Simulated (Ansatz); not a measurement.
## TiC (model cell, started as CsCl type): following an unstable mode

Which phase does TiC (model cell, started as CsCl type) fall into along its unstable mode, and how much energy does it gain?

Calculated with Ansatz 0.2.0; DFT PBEsol, scalar-relativistic, plane waves, PAW.

The structure was built from a prototype and need not be the compound's stable phase.

### 1. Starting point

Symmetry: Pm-3m, No. 221, cubic system. Conventional cell: a = 2.682 Å, b = 2.682 Å, c = 2.682 Å, α = 90.00°, β = 90.00°, γ = 90.00°. Nearest to Ti lie 8 C at 2.32 Å. C has 8 Ti at 2.32 Å nearest. Farther neighbours are not listed.

### 2. Phonons on a q mesh

The cell comes from relaxations at this level that are not shown. Stability and thermal properties need the whole zone. Linear response on a 4×4×4 q mesh gives force constants as far as a supercell of that size would.

Input file input.yaml:

```yaml
crystal:
  lattice:
    - [2.6818219351, 0.0, 0.0]
    - [0.0, 2.6818219351, 0.0]
    - [0.0, 0.0, 2.6818219351]
  atoms:
    - { symbol: Ti, position: [0.0, 0.0, 0.0] }
    - { symbol: C, position: [0.5, 0.5, 0.5] }
kpoints:
  mp_grid: { grid: [16, 16, 16] }
hamiltonian:
  xc: pbesol
scf:
  occupations: { method: methfessel_paxton, width: 0.15 }
output:
  eigenvalues: true
phonons:
  method: dfpt
  qmesh: [4, 4, 4]
  temperatures: { t_max: 1000, t_step: 50 }
  qpath:
    path:
      - [[0.0, 0.0, 0.0], [0.0, 0.5, 0.0], [0.5, 0.5, 0.0], [0.0, 0.0, 0.0], [0.5, 0.5, 0.5], [0.0, 0.5, 0.0]]
      - [[0.5, 0.5, 0.5], [0.5, 0.5, 0.0]]
    npoints: 10
```

Started as:

```console
ansatz run input.yaml --threads 4 --pin off --max-ram 7168MiB --backend cpu --events-out ev --progress --plain --runs-dir out
```

Numbers of over 12 decimals in the logs are rounded to 6 here.

Log:

```text
Engine: ansatz 0.2.0, aarch64-unknown-linux-gnu
Pseudopotentials: kind: paw
Pseudopotential: Ti, paw, valence charge 12, recommended cutoff 420 eV (normal), Ti.paw.azcp
Pseudopotential: C, paw, valence charge 4, recommended cutoff 420 eV (normal), C.paw.azcp
Functional definition: PBEsol
  exchange = pbesol_x
  correlation = pbesol_c
Crystal: 2 atoms, lattice volume = 19.288 Å³
Basis set: ecut = 420 eV, 389 PW (Γ), exchange–correlation on 36×36×36 points (8 copies of the dense FFT grid, shifted against one another)
Bands: 12, of which v1, the nominal top of the filled ones, is band 8 counted from 1 (7 counted from 0)
Symmetry: 48 space group operations
k-points: 165 of 4096
Non-local potential: Ti, projectors of the file, l = 0: 3, l = 1: 2, l = 2: 3, l = 3: 1
Non-local potential: C, projectors of the file, l = 0: 2, l = 1: 2, l = 2: 1
PAW form: soft (Blöchl's): semilocal exchange-correlation on the pseudo side does not see the compensation charge
PAW frozen core: Ti, regenerated for the run's functional, and the local potential with it (the file was generated under x = pbe(κ = 0.804, μ = 0.219515), c = pbe(β = 0.066725))
PAW frozen core: C, regenerated for the run's functional, and the local potential with it (the file was generated under x = pbe(κ = 0.804, μ = 0.219515), c = pbe(β = 0.066725))
PAW one-centre angular grid: Ti, 590 points (default); XC on 64 Gauss nodes
PAW one-centre angular grid: C, 110 points (default); XC on 64 Gauss nodes
Initial density: superposition of atomic densities (neutral atoms: chi_scale 0, normalization atom), corrected by the library's trained network
Initial wavefunctions: pseudopotential atomic-orbital guess
Functional: x = pbesol(κ = 0.804, μ = 0.123457), c = pbesol(β = 0.046)
SCF iter   1: F=—  HF=-2720.082352 eV  |F-HF|=—  |Δ(HF+E_count)|=         —  Δρ=1.39e-2  dr2=4.86e-2  ethr=1.77e-3  ⟨swp⟩=4.3  Hψ=9592  notcnv=0
preconditioner: auto → none  [metal: Δε(μ)=0.005 eV  Ē_g=7.449 eV  σ=0.150 eV  W_gap=0.03  n_scr=6 (ndim 8)  ℏωp=23.9 eV  f_vac=0.000  D(μ)=3.63/eV (n_scr^D=80)  sad-step TF]
SCF iter   2: F=—  HF=-2720.078106 eV  |F-HF|=—  |Δ(HF+E_count)|=   4.25e-3  S|Δr|=    0.00e0  Δρ=9.74e-3  dr2=2.51e-2  ethr=3.04e-4  ⟨swp⟩=1.0  Hψ=3300  notcnv=0
SCF iter   3: F=—  HF=-2720.075067 eV  |F-HF|=—  |Δ(HF+E_count)|=   3.04e-3  S|Δr|=    0.00e0  Δρ=1.29e-3  dr2=1.11e-4  ethr=1.57e-4  ⟨swp⟩=1.8  Hψ=2133  notcnv=0  defer=1
SCF iter   4: F=—  HF=-2720.075059 eV  |F-HF|=—  |Δ(HF+E_count)|=   7.79e-6  S|Δr|=    0.00e0  Δρ=2.98e-4  dr2=6.32e-6  ethr=6.93e-7  ⟨swp⟩=3.0  Hψ=3347  notcnv=0
SCF iter   5: F=—  HF=-2720.075061 eV  |F-HF|=—  |Δ(HF+E_count)|=   1.81e-6  S|Δr|=    0.00e0  Δρ=8.33e-6  dr2=8.28e-9  ethr=3.95e-8  ⟨swp⟩=1.3  Hψ=2095  notcnv=0
SCF iter   6: F=—  HF=-2720.075061 eV  |F-HF|=—  |Δ(HF+E_count)|=   2.12e-7  S|Δr|=    0.00e0  Δρ=1.52e-6  dr2=5.00e-10  ethr=5.17e-11  ⟨swp⟩=2.5  Hψ=3139  notcnv=0
SCF iter   7: F=-2720.075061 eV  HF=-2720.075061 eV  |F-HF|=4.55e-13  |Δ(HF+E_count)|=  5.09e-11  S|Δr|=    0.00e0  Δρ=4.56e-8  dr2=1.28e-13  ethr=1.00e-12  ⟨swp⟩=4.0  Hψ=7834  notcnv=0
the search or the solves at the SCF's close seem to have found levels that the self-consistency loop had missed (the run counts 1). By its estimate they hold under 1e-12 electrons; where the run keeps them, the occupations were computed again with them
SCF 1 converged in 7 iterations: F = -2720.075061 eV  dr2 = 1.28e-13
  greatest PAW one-centre occupation: 0.999 electrons in one spin orbital (limit 2), on the Ti atom at site 0 (counted from 0), in its partial waves of l = 0
Initial density: read from a saved state, or passed on in memory by an earlier SCF of this step, an earlier step, the calling program or the single point that the run made first
iter 1 solved again at ethr=2.26e-9 eV; its pass at ethr=3.10e-3 eV (dr2=3.61e-7 eV) is discarded
SCF iter   1: F=—  HF=-2720.075061 eV  |F-HF|=—  |Δ(HF+E_count)|=         —  Δρ=5.94e-8  dr2=4.47e-13  ethr=2.26e-9  ⟨swp⟩=3.0  Hψ=14975  notcnv=0
eigensolver tolerance schedule: the retry pair's looser diagonalisation over-reported the residual by 807648.76 of it (diagonalisation noise at 1.43 of the residual, at the tolerance the schedule requests for it); recorded, not acted on — ethr = c·dr2/N_el stays at c = 1.0e-1
preconditioner: auto → none  [metal: Δε(μ)=0.003 eV  Ē_g=7.489 eV  σ=0.150 eV  W_gap=0.01  n_scr=6 (ndim 8)  ℏωp=23.9 eV  f_vac=0.000  D(μ)=3.52/eV (n_scr^D=80)]
SCF iter   2: F=-2720.075061 eV  HF=-2720.075061 eV  |F-HF|=0.00e0  |Δ(HF+E_count)|=  6.91e-11  S|Δr|=    0.00e0  Δρ=2.76e-8  dr2=7.99e-14  ethr=1.00e-12  ⟨swp⟩=3.5  Hψ=5979  notcnv=0
SCF 2 converged in 2 iterations: F = -2720.075061 eV  dr2 = 7.99e-14
phonons: the bands overlap, so this run is a metal and interpolates without the dipole-dipole term. If the crystal is really an insulator or semiconductor, its LO-TO splitting is missing
NSCF: frozen V_eff on 165 k-points
NSCF: frozen V_eff on 405 k-points
DFPT response loops at q = (0, 0, 0) (fractional): preconditioner auto → Kerker (q_TF=auto, 2.645 Å⁻¹) (partly filled bands, converged f_vac=0.000); β = 1.00, the filter's whole step (`scf.mixing.beta` (0.50) is not read by the response loops under this deck's `scf.mixing.preconditioner`; to damp them name `kerker` or `kerker_dos`, under which they read `scf.mixing.beta`, and type it under 1.00, their step now; both keys bind the ground state too); Broyden in place of MSR1
NSCF: frozen V_eff on 2592 k-points
DFPT response loops at q = (0, 0, 0.25) (fractional): mixed as the last ones told, above
NSCF: frozen V_eff on 1458 k-points
DFPT response loops at q = (0, 0, -0.5) (fractional): mixed as the last ones told, above
NSCF: frozen V_eff on 4608 k-points
DFPT response loops at q = (0, 0.25, 0.25) (fractional): mixed as the last ones told, above
NSCF: frozen V_eff on 2592 k-points
DFPT response loops at q = (0, 0.25, -0.5) (fractional): mixed as the last ones told, above
NSCF: frozen V_eff on 1458 k-points
DFPT response loops at q = (0, -0.5, -0.5) (fractional): mixed as the last ones told, above
NSCF: frozen V_eff on 4352 k-points
DFPT response loops at q = (0.25, 0.25, 0.25) (fractional): mixed as the last ones told, above
NSCF: frozen V_eff on 4608 k-points
DFPT response loops at q = (0.25, 0.25, -0.5) (fractional): mixed as the last ones told, above
NSCF: frozen V_eff on 2592 k-points
DFPT response loops at q = (0.25, -0.5, -0.5) (fractional): mixed as the last ones told, above
NSCF: frozen V_eff on 810 k-points
DFPT response loops at q = (-0.5, -0.5, -0.5) (fractional): mixed as the last ones told, above
SCF converged after 7 iterations
Stability not checked: this state was not tested for a lower state beside it, because cold or Methfessel-Paxton smearing, or corrected tetrahedra, fill the levels in a way that the test cannot read (fill_not_monotonic; see scf.lower_state_search)
Free energy (F): -2720.075061 eV
Harris-Foulkes:  -2720.075061 eV  (|F-HF|=4.55e-13)
Internal energy: -2720.070481 eV  (E = F + TS)
E sigma→0 (E₀):  -2720.073916 eV
Entropy (-TS):   -0.004580 eV (-2.290 meV/atom)
Fermi energy:    15.901999 eV
--- Per-component energies (eV) ---
  E_band       = -89.977915
  E_kinetic    = 362.194211
  E_local      = -730.721577  (includes V_loc(G=0)·N_el)
  E_nonlocal   = 35.706521
  E_hartree    = 301.095541
  E_xc         = -145.924315
  E_vxc        = -182.909848  (∫ρ·V_xc dr)
  E_paw        = -1117.143488  (= ΣΔE_a)
  E_vpaw       = -176.438381  (= ΣTr[D̂ρ^β])
  E_aug_tail   = 0.000077  (compensation charges beyond the density's cutoff)
  E_ewald      = -1425.437935
  E_core_change = 0.160485  (= ΣΔE_core)
  E_smearing   = -0.004580  (= −TS)
  E_closure    = -0.000000  (closes the sum)
  Σ components = -2720.075061   (vs F -2720.075061, Δ=0.00e0)
--- Band table (eV; the first three rows and the last of 165) ---
  k-point 0: bands = [... 4 lower, 2.7374, 14.2238, 14.2238, 17.4618, 17.4618, 17.4618, 19.3580, 19.3580]
  k-point 1: bands = [... 4 lower, 2.8160, 14.1354, 14.2557, 17.2543, 17.2543, 17.4305, 19.3672, 19.5817]
  k-point 2: bands = [... 4 lower, 3.0472, 13.8061, 14.3482, 16.8062, 16.8062, 17.4578, 19.3934, 20.0795]
  k-point 164: bands = [... 4 lower, 9.4439, 10.3323, 10.3323, 10.3323, 20.7827, 20.7827, 23.0756, 23.0756]
--- Phonons (Γ-DFPT): 2 representative perturbations + reference (Σ response iterations 6) ---
  ASR residual: 1.910e-5 → 0.000e0 eV/Å²; symmetrization residual: 2.780e-7 eV/Å²
  ASR residual per site (eV/Å²): 7.21e-6 1.91e-5
  Γ frequencies (cm⁻¹): 0.00 0.00 0.00 251.40 251.40 251.40
--- Phonons (arbitrary-q DFPT): 10 irreducible q on the 4×4×4 mesh ---
  q = [0.0000, 0.0000, 0.0000] (star 1, of the zone-centre solve; hermiticity 2.49e-7, symmetrization 6.14e-12): -0.00 -0.00 0.00 251.40 251.40 251.40
  q = [0.0000, 0.0000, 0.2500] (star 6, 4 solved perturbations in 4032 linear systems a pass and spin channel, the states on 1296 of 4096 k-point pairs; hermiticity 1.04e-7, symmetrization 2.59e-14): -225.08 -225.08 115.18 162.54 162.54 364.93
  q = [0.0000, 0.0000, -0.5000] (star 3, 4 solved perturbations in 2268 linear systems a pass and spin channel, the states on 729 of 4096 k-point pairs; hermiticity 9.44e-13, symmetrization 2.68e-12): -333.98 -333.98 -172.87 -172.87 145.13 398.31
  q = [0.0000, 0.2500, 0.2500] (star 12, 4 solved perturbations in 7056 linear systems a pass and spin channel, the states on 2304 of 4096 k-point pairs; hermiticity 2.65e-7, symmetrization 6.94e-14): -318.91 -133.21 -33.96 118.84 253.11 362.90
  q = [0.0000, 0.2500, -0.5000] (star 12, 6 solved perturbations on 1296 of 4096 k-point pairs; hermiticity 2.36e-7, symmetrization 2.00e-12): -314.26 -275.35 -56.60 260.56 308.59 417.62
  q = [0.0000, -0.5000, -0.5000] (star 3, 4 solved perturbations in 2268 linear systems a pass and spin channel, the states on 729 of 4096 k-point pairs; hermiticity 6.24e-8, symmetrization 7.93e-14): -356.56 -332.31 303.22 303.22 392.58 392.58
  q = [0.2500, 0.2500, 0.2500] (star 8, 2 solved perturbations on 2176 of 4096 k-point pairs; hermiticity 8.32e-7, symmetrization 1.52e-12): -177.17 -177.17 -155.99 -88.99 263.37 263.37
  q = [0.2500, 0.2500, -0.5000] (star 12, 4 solved perturbations in 7056 linear systems a pass and spin channel, the states on 2304 of 4096 k-point pairs; hermiticity 1.53e-7, symmetrization 1.31e-12): -204.45 -50.91 48.39 249.85 282.07 403.55
  q = [0.2500, -0.5000, -0.5000] (star 6, 4 solved perturbations in 4032 linear systems a pass and spin channel, the states on 1296 of 4096 k-point pairs; hermiticity 4.75e-8, symmetrization 1.75e-12): -293.74 -108.38 268.69 268.69 343.21 343.21
  q = [-0.5000, -0.5000, -0.5000] (star 1, 2 solved perturbations on 405 of 4096 k-point pairs; hermiticity 6.38e-13, symmetrization 4.68e-12): 178.69 178.69 178.69 261.40 261.40 261.40
  sum rule: each row above includes the acoustic sum rule's correction from the zone centre's row sums; it moved no ω² by more than (0.66 cm⁻¹)²
  mesh force constants: q→R imaginary residual 1.01e-18; ASR residual 1.910e-5 → 0.000e0 eV/Å²; symmetrization residual 9.770e-15 eV/Å²
  interpolated dispersion: 62 rows × 6 modes
  density of states and harmonic sums: on the 24×24×24 q-mesh, interpolated from the force constants of a 4×4×4 supercell (no non-analytic term)
  largest difference from the sums on the solved wave vectors: F 2.98e-2 eV, S 5.33e-5 and C_V 2.34e-5 eV/K
  zero-point energy: 0.057817 eV/cell   skipped modes (ω ≤ 0): 1083, of them read as no rigid motion or as one in doubt: 1080 (2.430e0 modes/cell left out, lowest -369.84 cm⁻¹)   left out of the sums: 4.05e-1 of the cell's modes: C_V's classical limit lies that fraction below 3 k_B per atom; for a crystal, a wire or a layer, F and S can be off by more, and a phonons.interpolated_qmesh denser along its periods is the remedy for the sampling
```

Wall time 3.4 min (4 threads of Arm Neoverse V1, shared host); peak memory 1.7 GiB; 13 min of CPU time.

The column dr2 measures how far the density is from self-consistency, as an energy; F and HF (Harris–Foulkes) agree once it is small.

This step gave:

```
volume per atom                                         : 9.644 Å³
gap on the k-mesh                                       : 0 eV
sum-rule residual before enforcement                    : 1.91e-5 eV/Å²
lowest frequency on the path                            : -369.2 cm⁻¹
point group                                             : m-3m
highest frequency on the path or at a solved wavevector : 419.1 cm⁻¹
highest optical mode at the zone centre (no LO-TO term) : 251.4 cm⁻¹
lowest optical zone-centre mode                         : 251.4 cm⁻¹
lowest mode on the q mesh (acoustic modes at Γ apart)   : -356.6 cm⁻¹
```

Frequencies (cm⁻¹) solved at each irreducible wavevector; negative means imaginary. Frequencies by wavevector, by row:

```csv
q in reciprocal lattice units,star,mode 1,mode 2,mode 3,mode 4,mode 5,mode 6
0 0 0,1,0,0,0,251.4,251.4,251.4
0 0 0.25,6,-225.1,-225.1,115.2,162.5,162.5,364.9
0 0 -0.5,3,-334,-334,-172.9,-172.9,145.1,398.3
0 0.25 0.25,12,-318.9,-133.2,-34,118.8,253.1,362.9
0 0.25 -0.5,12,-314.3,-275.4,-56.6,260.6,308.6,417.6
0 -0.5 -0.5,3,-356.6,-332.3,303.2,303.2,392.6,392.6
0.25 0.25 0.25,8,-177.2,-177.2,-156,-89,263.4,263.4
0.25 0.25 -0.5,12,-204.4,-50.9,48.4,249.8,282.1,403.6
0.25 -0.5 -0.5,6,-293.7,-108.4,268.7,268.7,343.2,343.2
-0.5 -0.5 -0.5,1,178.7,178.7,178.7,261.4,261.4,261.4
```

Interpolated from a 4×4×4 q mesh. The phonon branches at the labelled points (cm⁻¹):

```csv
point,branch 1,branch 2,branch 3,branch 4,branch 5,branch 6
Γ,0,0,0,251,251,251
halfway,-225,-225,115,162,162,365
X,-334,-334,-173,-173,145,398
halfway,-314,-275,-57,261,309,418
M,-357,-332,303,303,393,393
halfway,-319,-133,-34,119,253,363
Γ,0,0,0,251,251,251
halfway,-177,-177,-156,-89,263,263
R,179,179,179,261,261,261
halfway,-204,-51,48,250,282,404
X,-334,-334,-173,-173,145,398
jump to R,179,179,179,261,261,261
halfway,-294,-108,269,269,343,343
M,-357,-332,303,303,393,393
```

The phonon branches as a text plot (rows in cm⁻¹):

```
    403 |     *************                         ******      *
    370 |   **       **  * ***                     *          **
    337 |           *     *   *                   *         **
    304 |  *         ****  **  **                *         *  ***
    271 |**        ** *  *       * **************  ****   *  *
    238 |***      *  *    *  *******         *  *****     ***
    206 |          *      *    *    *      ***  **   * *
    173 |   *    *  *         *            * ******     * *
    140 |    **** *        **        **  ** *      *  *  * *
    107 |   **               *
     74 | **               **                               *
     41 |*                                          *
      9 |                         *
    -24 |                    *   *
    -57 |*    *                  * *   * ***      * *  *
    -90 | *                **  **       *                  *
   -123 |                    ****   *    **                  *
   -156 |  *   * *            *         *          * *  *
   -189 |       ** *      *    *     ****           *  ***
   -221 |   *                          *             **     *
   -254 |    *    *           *                               *
   -287 |     *   ****   *                             *     * *
   -320 |      ***  * ***    *                          **      *
   -353 |            ********                                 ***
         Γ      X      M          Γ            R        X|R     M
```

Symmetry leaves 10 wavevectors to solve. The lowest mode among them, the acoustic zeros apart, lies at q = (0, -0.5, -0.5) and is imaginary, 356.6i cm⁻¹, so the energy falls along it. Between them the interpolated path dips to 369i cm⁻¹.

### 3. The mode frozen in, largest atomic shift 0 Å

The mode followed lies at q = (0, 0, -0.5) with frequency 334.0i cm⁻¹ and is 2-fold degenerate, one of the unstable modes though not the softest. At small amplitude the distorted cell has space group no. 11 by a symmetry search on the positions. The undistorted cell that holds it gives the zero of energy on the same k mesh.

System of this step: TiC (model cell, started as CsCl type). The structure is cubic, space group Pm-3m (No. 221). Conventional cell: a = 2.682 Å, b = 2.682 Å, c = 2.682 Å, α = 90.00°, β = 90.00°, γ = 90.00°. Ti has 8 C at 2.32 Å nearest. C has 8 Ti at 2.32 Å nearest. Farther neighbours are not listed.

Input file input.yaml:

```yaml
crystal:
  lattice:
    - [2.6818219351, 0.0, 0.0]
    - [0.0, 2.6818219351, 0.0]
    - [0.0, 0.0, 5.3636438702]
  atoms:
    - { symbol: Ti, position: [0.0, 0.0, 0.0] }
    - { symbol: Ti, position: [0.0, 0.0, 0.5] }
    - { symbol: C, position: [0.5, 0.5, 0.25] }
    - { symbol: C, position: [0.5, 0.5, 0.75] }
kpoints:
  mp_grid: { grid: [14, 14, 8] }
hamiltonian:
  xc: pbesol
scf:
  occupations: { method: methfessel_paxton, width: 0.15 }
output:
  forces: true
  stress: true
  eigenvalues: true
```

Log:

```text
[...]
Crystal: 4 atoms, lattice volume = 38.576 Å³
Basis set: ecut = 420 eV, 757 PW (Γ), exchange–correlation on 36×36×72 points (8 copies of the dense FFT grid, shifted against one another)
Bands: 20, of which v1, the nominal top of the filled ones, is band 16 counted from 1 (15 counted from 0)
Symmetry: 32 space group operations
[...]
k-points: 180 of 1568
[...]
--- Band table (eV; the first three rows and the last of 180) ---
  k-point 0: bands = [... 12 lower, 14.2247, 14.9064, 14.9064, 15.1795, 17.4595, 17.4595, 17.4600, 19.3592]
  k-point 1: bands = [... 12 lower, 14.2566, 14.9688, 14.9688, 15.1377, 17.2523, 17.2523, 17.4288, 19.3684]
  k-point 2: bands = [... 12 lower, 14.3491, 15.0216, 15.1533, 15.1533, 16.8046, 16.8046, 17.4566, 19.3946]
  k-point 179: bands = [... 12 lower, 11.2916, 11.2916, 14.4335, 14.4335, 17.4002, 17.4002, 19.8318, 19.8318]
[key lines of the parts left out:]
SCF converged after 6 iterations
Free energy (F): -5440.159552 eV
Fermi energy:    15.905650 eV
P = ⅓ Tr σ = -0.0244 GPa (-0.244 kbar)
```

Elapsed: 1.7 s, on 4 threads; peak memory 0.4 GiB; 6.1 s of CPU time.

This step gave:

* pressure: -0.02443 GPa
* energy from the undistorted cell: 0 meV/atom

The run ends at a pressure of -0.02 GPa.

### 4. The mode frozen in, largest atomic shift 0.45 Å

The atoms are moved along the unstable eigenvector, the largest shift by 0.45 Å, with the cell fixed.

input.yaml, the sections that differ from step 3:

```yaml
crystal:
  lattice:
    - [2.6818219351, 0.0, 0.0]
    - [0.0, 2.6818219351, 0.0]
    - [0.0, 0.0, 5.3636438702]
  atoms:
    - { symbol: Ti, position: [0.0612645408, 0.1562122902, 0.0] }
    - { symbol: Ti, position: [-0.0612645408, -0.1562122902, 0.5] }
    - { symbol: C, position: [0.5, 0.5, 0.25] }
    - { symbol: C, position: [0.5, 0.5, 0.75] }
# kpoints, hamiltonian, scf, output: as in step 3
```

Log:

```text
[...]
Crystal: 4 atoms, lattice volume = 38.576 Å³
Basis set: ecut = 420 eV, 757 PW (Γ), exchange–correlation on 36×36×72 points (8 copies of the dense FFT grid, shifted against one another)
Bands: 20, of which v1, the nominal top of the filled ones, is band 16 counted from 1 (15 counted from 0)
Symmetry: 4 space group operations
[...]
k-points: 500 of 1568
[...]
--- Band table (eV; the first three rows and the last of 500) ---
  k-point 0: bands = [... 12 lower, 14.3233, 14.5281, 15.1030, 16.2148, 16.6164, 17.4816, 17.7510, 18.7808]
  k-point 1: bands = [... 12 lower, 14.2116, 14.6060, 14.8107, 16.2831, 16.3776, 17.7379, 17.8447, 18.8630]
  k-point 2: bands = [... 12 lower, 13.9086, 14.2387, 14.7228, 15.9211, 16.4808, 17.8619, 18.3212, 19.0288]
  k-point 499: bands = [... 12 lower, 11.6922, 11.6922, 13.2821, 13.2821, 17.8975, 17.8975, 19.7168, 19.7168]
[key lines of the parts left out:]
SCF converged after 6 iterations
Free energy (F): -5441.128507 eV
Fermi energy:    16.109762 eV
P = ⅓ Tr σ = 12.7153 GPa (127.153 kbar)
```

Run time: 4.9 s. Hardware: 4 threads; peak memory 0.57 GiB.

Numbers from this step:

- pressure: 12.72 GPa
- energy from the undistorted cell: -242.6 meV/atom

The energy, extrapolated to zero smearing, is -242.58 meV/atom against the undistorted cell.

The run ends at a pressure of 12.72 GPa, with forces up to 0.35 eV/Å.

(Part 1 of 3 ends here.)

[Logs are printed without paths, hosts, clocks, repeated set-up lines and the standing remarks that a program may print on its own settings, such as how far it seeks lower states.]

[Hosts, paths, dates, database ids (printed as entryN), source tags and the programs' standing remarks are cut or masked in the printed files.]
